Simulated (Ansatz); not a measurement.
# Lattice dynamics of BePd (Pm-3m)

Aim: the phonons of BePd (Pm-3m) at a cell relaxed beforehand at this level. After the zone centre comes a 4×4×4 q mesh on a 16×16×16 k mesh.

Main program and level: Ansatz 0.2.0; DFT PBEsol, scalar-relativistic, plane waves, PAW.

Report form: the programs' logs are mostly left out.

**1. The structure**

Symmetry: Pm-3m, No. 221, cubic system. Conventional cell: a = 2.798 Å, b = 2.798 Å, c = 2.798 Å, α = 90.00°, β = 90.00°, γ = 90.00°. Nearest to Be lie 8 Pd at 2.42 Å. Pd has 8 Be at 2.42 Å nearest. Farther neighbours are not listed.

**2. Linear response at the zone centre**

The cell comes from relaxations at this level that are not shown. The zone centre comes first: it holds the modes that light can see, as far as symmetry allows. No field response is asked, since the mesh shows no gap.

Contents of input.yaml:

```yaml
crystal:
  lattice:
    - [2.7976391317, 0.0, 0.0]
    - [0.0, 2.7976391317, 0.0]
    - [0.0, 0.0, 2.7976391317]
  atoms:
    - { symbol: Be, position: [0.0, 0.0, 0.0] }
    - { symbol: Pd, position: [0.5, 0.5, 0.5] }
kpoints:
  mp_grid: { grid: [16, 16, 16] }
hamiltonian:
  xc: pbesol
scf:
  occupations: { method: methfessel_paxton, width: 0.15 }
output:
  eigenvalues: true
phonons:
  method: dfpt
```

Run with:

```console
ansatz run input.yaml --threads 4 --pin off --max-ram 7168MiB --backend cpu --events-out ev --progress --plain --runs-dir out
```

Run time: 8.4 s. Hardware: 4 threads of Arm Neoverse V1, shared host; peak memory 0.56 GiB.

This step gave:

```yaml
volume_per_atom: 10.95 Å³
gap_on_the_k_mesh: 0 eV
sum_rule_residual_before_enforcement: 1.76e-4 eV/Å²
point_group: m-3m
highest_optical_mode_at_the_zone_centre_no_lo_to_term: 379.7 cm⁻¹
lowest_optical_zone_centre_mode: 379.7 cm⁻¹
```

Patterns of degenerate modes are one choice out of their space. The modes at Γ (shares of kinetic energy by element, %):

```tsv
mode	frequency (cm⁻¹)	symmetry	Be %	Pd %
1	0.0	acoustic	8	92
2	0.0	acoustic	8	92
3	0.0	acoustic	8	92
4	379.7	T1u	92	8
5	379.7	T1u	92	8
6	379.7	T1u	92	8
```

Displacements in mode 5 (379.7 cm⁻¹), the largest set to 1:
```
Be1  1.00  0.00  0.00
Pd2 -0.08  0.00  0.00
```

Before it was imposed, the acoustic sum rule was missed by 1.8e-4 eV/Å². Small misses are needed for a sound result but don't prove that mesh and cutoff are converged. The lowest optical mode is real, 380 cm⁻¹.

**3. Phonons on a q mesh**

Stability and thermal properties need the whole zone. Linear response on a 4×4×4 q mesh gives force constants as far as a supercell of that size would.

Changes to input.yaml since step 2:

```diff
@@ -18 +18,8 @@
   method: dfpt
+  qmesh: [4, 4, 4]
+  temperatures: { t_max: 1000, t_step: 50 }
+  qpath:
+    path:
+      - [[0.0, 0.0, 0.0], [0.0, 0.5, 0.0], [0.5, 0.5, 0.0], [0.0, 0.0, 0.0], [0.5, 0.5, 0.5], [0.0, 0.5, 0.0]]
+      - [[0.5, 0.5, 0.5], [0.5, 0.5, 0.0]]
+    npoints: 10
```

Elapsed: 4.2 min, on 4 threads; peak memory 1.8 GiB.

Numbers from this step:

```yaml
sum_rule_residual_before_enforcement: 1.49e-4 eV/Å²
lowest_frequency_on_the_path: 0 cm⁻¹
highest_frequency_on_the_path_or_at_a_solved_wavevector: 465.6 cm⁻¹
mean_frequency: 271.7 cm⁻¹
debye_temperature_second_moment: 560 K
logarithmic_mean_frequency: 235.4 cm⁻¹
lowest_mode_on_the_q_mesh_acoustic_modes_at_gamma_apart: 80.76 cm⁻¹
zero_point_energy_per_atom: 50.53 meV
heat_capacity_at_300_k: 21.23 J/(mol atoms K)
vibrational_entropy_at_300_k: 23.93 J/(mol atoms K)
edges_of_the_widest_gap_between_branches_on_path_and_mesh: 218.2, 363.7 cm⁻¹
```

Frequencies (cm⁻¹) solved at each irreducible wavevector; negative means imaginary. Frequencies by wavevector, by row:

```tsv
q in reciprocal lattice units	star	mode 1	mode 2	mode 3	mode 4	mode 5	mode 6
0 0 0	1	0	0	0	379.7	379.7	379.7
0 0 0.25	6	80.8	80.8	157.3	398.1	398.1	405.8
0 0 -0.5	3	108.1	108.1	218.2	418.8	418.8	465.6
0 0.25 0.25	12	94.6	122.2	167.4	372.7	397.2	436.9
0 0.25 -0.5	12	108	140.1	193.1	394.4	394.9	410.3
0 -0.5 -0.5	3	108.3	158.9	158.9	363.7	375	375
0.25 0.25 0.25	8	145.4	145.4	166.5	391.8	391.8	410.9
0.25 0.25 -0.5	12	145.2	151.7	188.9	374.8	401	414.2
0.25 -0.5 -0.5	6	146.9	185.5	185.5	395.6	395.6	396.4
-0.5 -0.5 -0.5	1	182.2	182.2	182.2	415	415	415
```

Interpolated from a 4×4×4 q mesh. Phonon branches along the path, in cm⁻¹:

```tsv
point	branch 1	branch 2	branch 3	branch 4	branch 5	branch 6
Γ	0	0	0	380	380	380
halfway	81	81	157	398	398	406
X	108	108	218	419	419	466
halfway	108	140	193	394	395	410
M	108	159	159	364	375	375
halfway	95	122	167	373	397	437
Γ	0	0	0	380	380	380
halfway	145	145	166	392	392	411
R	182	182	182	415	415	415
halfway	145	152	189	375	401	414
X	108	108	218	419	419	466
jump to R	182	182	182	415	415	415
halfway	147	186	186	396	396	396
M	108	159	159	364	375	375
```

Tetrahedra on a 24×24×24 mesh, mean over bins of 5 cm-1. Interpolated from a 4×4×4 q mesh. Phonon density of states against wavenumber; read off at these points:

```tsv
wavenumber (cm⁻¹)	phonon density of states (1/cm⁻¹/cell)
2	0
18	1.1e-4
32	5.0e-4
52	0.00155
68	0.00305
82	0.00594
98	0.0134
108	0.0437
112	0.0337
132	0.0219
148	0.0220
162	0.0218
178	0.0447
182	0.0479
192	0.0124
212	0.00338
228	0
242	0
258	0
278	0
292	0
308	0
322	0
338	0
358	0
372	0.0238
378	0.0768
388	0.0482
398	0.0686
402	0.0516
412	0.059
418	0.0244
438	0.0115
452	0.00207
468	0
```

The partial phonon density of states has structure finer than the step of the table below, so its rows give means over 10 cm⁻¹, whole bins alone (the curve runs from -10 to 489 cm⁻¹). Peaks (cm⁻¹: height): Be 378.9: 0.0599, 397.8: 0.0586; Pd 109.2: 0.0377, 181.3: 0.0429.

Phonopy on the run's constants, 21x21x21 mesh, Gaussian sigma 3.6 cm-1. Interpolated from a 4×4×4 q mesh. The partial phonon density of states by wavenumber; means over each step; values in 1/cm⁻¹/cell:

```tsv
wavenumber (cm⁻¹)	Be	Pd
0	0	2.4e-5
10	1.5e-6	3.0e-5
20	1.5e-5	1.9e-4
30	3.2e-5	4.1e-4
40	6.5e-5	8.4e-4
50	9.4e-5	0.00131
60	1.3e-4	0.00199
70	2.0e-4	0.00344
80	2.5e-4	0.00521
90	3.2e-4	0.00873
100	4.1e-4	0.0191
110	4.7e-4	0.0340
120	5.2e-4	0.0257
130	6.5e-4	0.0221
140	7.9e-4	0.0204
150	0.00104	0.0213
160	0.00114	0.0210
170	0.00129	0.0270
180	0.00194	0.0396
190	0.00121	0.0235
200	3.3e-4	0.00803
210	9.1e-5	0.00418
220	9.2e-6	8.9e-4
230	0	9.2e-6
240	0	0
250	0	0
260	0	0
270	0	0
280	0	0
290	0	0
300	0	0
310	0	0
320	0	0
330	0	0
340	0	0
350	2.4e-6	0
360	6.9e-4	2.6e-5
370	0.0194	0.00164
380	0.0546	0.00426
390	0.0504	0.00243
400	0.0556	0.00152
410	0.0502	7.0e-4
420	0.0257	2.7e-4
430	0.0190	1.1e-4
440	0.00942	3.8e-5
450	0.00274	1.1e-5
460	0.00108	1.1e-6
470	1.3e-4	0
480	6.0e-7	0
```

Second derivatives of the energy by pair, one row for each kind of neighbour of each atom listed. Each entry sums the pair over the periodic images of the supercell that the q mesh stands for, and in a polar crystal it holds the long-range dipole part too. Force constants by pair, by row:

```tsv
atom	neighbour	distance (Å)	third of the trace (eV/Å²)	along the pair's line (eV/Å²)
Be1	itself	0	5.144	–
Be1	Pd	2.423	-0.501	-1.631
Be1	Be	2.798	0.0287	-0.0177
Be1	Be	3.956	-0.0066	-0.0883
Be1	Pd	4.639	-0.0159	-0.0288
Be1	Be	4.846	-0.1194	-0.3336
Be1	Be	5.595	0.0019	0.0186
Be1	Pd	6.097	0.0018	0.0058
Be1	Be	6.256	0.0036	0.0118
Pd2	itself	0	10.44	–
Pd2	Be	2.423	-0.501	-1.631
Pd2	Pd	2.798	-0.8241	-3.099
Pd2	Pd	3.956	-0.1241	-0.2708
Pd2	Be	4.639	-0.0159	-0.0288
Pd2	Pd	4.846	0.0403	0.09
Pd2	Pd	5.595	-0.0038	0.232
Pd2	Be	6.097	0.0018	0.0058
Pd2	Pd	6.256	0.0218	-0.0044
```

Harmonic thermodynamic functions per atom, from the density of states. Interpolated from a 4×4×4 q mesh. Thermodynamic functions, by row:

```tsv
T (K)	F_vib (meV/atom)	S (J/mol-atom/K)	C_V (J/mol-atom/K)
0	50.53	0	0
50	50.34	1.481	3.888
100	48.4	6.204	10.12
200	36.81	15.94	17.9
300	15.99	23.93	21.23
400	-12.21	30.26	22.71
500	-46.33	35.42	23.47
600	-85.34	39.74	23.9
700	-128.5	43.44	24.17
800	-175.2	46.68	24.34
900	-225.1	49.56	24.47
1000	-277.9	52.14	24.56
```

Harmonic mean-square displacement, third of the trace. Interpolated from a 4×4×4 q mesh. Mean square displacements, by row:

```tsv
T (K)	Be1 U_eq (Å²)	Pd2 U_eq (Å²)
0	0.00502	0.00117
100	0.00534	0.00174
300	0.00807	0.00428
600	0.01405	0.00838
```

Symmetry leaves 10 wavevectors to solve. The lowest mode among them, the acoustic zeros apart, lies at q = (0, 0, 0.25) and is real, 80.8 cm⁻¹.

**4. The same by displaced supercells**

Finite displacements in a 2×2×2 supercell give force constants from forces alone. They are exact at the wavevectors that the supercell holds, where they check the linear-response result.

Changes to input.yaml since step 3:

```diff
@@ -17,4 +17,4 @@
 phonons:
-  method: dfpt
-  qmesh: [4, 4, 4]
+  method: fd
+  supercell: [2, 2, 2]
   temperatures: { t_max: 1000, t_step: 50 }
```

Wall time 59 s (4 threads); peak memory 1.2 GiB; 3.9 min of CPU time.

This step gave:

```yaml
atoms_in_the_supercell: 16
sum_rule_residual_before_enforcement: 6.13e-4 eV/Å²
```

Interpolated from a 2×2×2 supercell, rough between the solved points. The phonon branches at the labelled points (cm⁻¹):

```tsv
point	branch 1	branch 2	branch 3	branch 4	branch 5	branch 6
Γ	0	0	0	380	380	380
halfway	80	80	156	399	399	424
X	108	108	218	419	419	466
halfway	108	147	194	392	396	419
M	108	159	159	364	375	375
halfway	95	131	169	396	402	416
Γ	0	0	0	380	380	380
halfway	144	144	158	398	403	403
R	182	182	182	415	415	415
halfway	137	158	185	388	398	406
X	108	108	218	419	419	466
jump to R	182	182	182	415	415	415
halfway	150	176	176	390	394	394
M	108	159	159	364	375	375
```

The phonon density of states has structure finer than the step of the table below, so its rows give means over 20 cm⁻¹, whole bins alone (the curve runs from 2.5 to 468 cm⁻¹). Peaks (cm⁻¹: height): 107.5: 0.0419, 177.5: 0.0565, 397.5: 0.135.

Tetrahedra on a 22×22×22 mesh, mean over bins of 5 cm-1. Interpolated from a 2×2×2 supercell, rough between the solved points. Table of phonon density of states by wavenumber; means over each step:

wavenumber (cm⁻¹), phonon density of states (1/cm⁻¹/cell) and a bar:
```
       20      0.000 
       40      0.001 
       60      0.002 #
       80      0.005 ##
      100      0.020 #######
      120      0.027 #########
      140      0.022 #######
      160      0.029 #########
      180      0.034 ###########
      200      0.008 ###
      220      0.001 
      240      0.000 
      260      0.000 
      280      0.000 
      300      0.000 
      320      0.000 
      340      0.000 
      360      0.001 
      380      0.028 #########
      400      0.092 ##############################
      420      0.022 #######
      440      0.006 ##
```

At Γ the two methods differ by at most 0.0 cm⁻¹.

**5. What came out**

* space group (within 0.01 Å): Pm-3m
* volume per atom: 10.9 Å³
* electronic character: no gap on this mesh
* highest optical mode at the zone centre (no LO-TO term): 380 cm⁻¹
* lowest optical zone-centre mode: 380 cm⁻¹
* lowest mode on the q mesh (acoustic modes at Γ apart): 80.8 cm⁻¹
* highest frequency on the path or at a solved wavevector: 466 cm⁻¹
* zero-point energy per atom: 50.5 meV
* heat capacity at 300 K: 21.2 J/(mol atoms K)
* vibrational entropy at 300 K: 23.9 J/(mol atoms K)
* Debye temperature (second moment): 560 K
* imaginary modes on the 4×4×4 q mesh: none

What this shows: The structure is a minimum as far as tested: no mode is imaginary at the 10 irreducible wavevectors of the 4×4×4 mesh, and the softest away from the acoustic zeros lies at 81 cm⁻¹. The optical modes at Γ form one degenerate level at 380 cm⁻¹. The highest mode in this list at Γ, 379.7 cm⁻¹, is mostly motion of Be (92 % of the kinetic energy). On the path and the mesh, the widest gap between branches runs from 218 to 364 cm⁻¹. Finite displacements and linear response differ by 0.0 cm⁻¹ in the highest zone-centre mode. With no gap, or one that is small against the smearing, the frequencies hang on the k mesh and the smearing, most of all near Kohn anomalies. These are harmonic frequencies at zero temperature: anharmonic shifts, linewidths and thermal expansion are left out.

[Logs are printed without paths, hosts, clocks, repeated set-up lines and the standing remarks that a program may print on its own settings, such as how far it seeks lower states.]

[Hosts, paths, dates, database ids (printed as entryN), source tags and the programs' standing remarks are cut or masked in the printed files.]
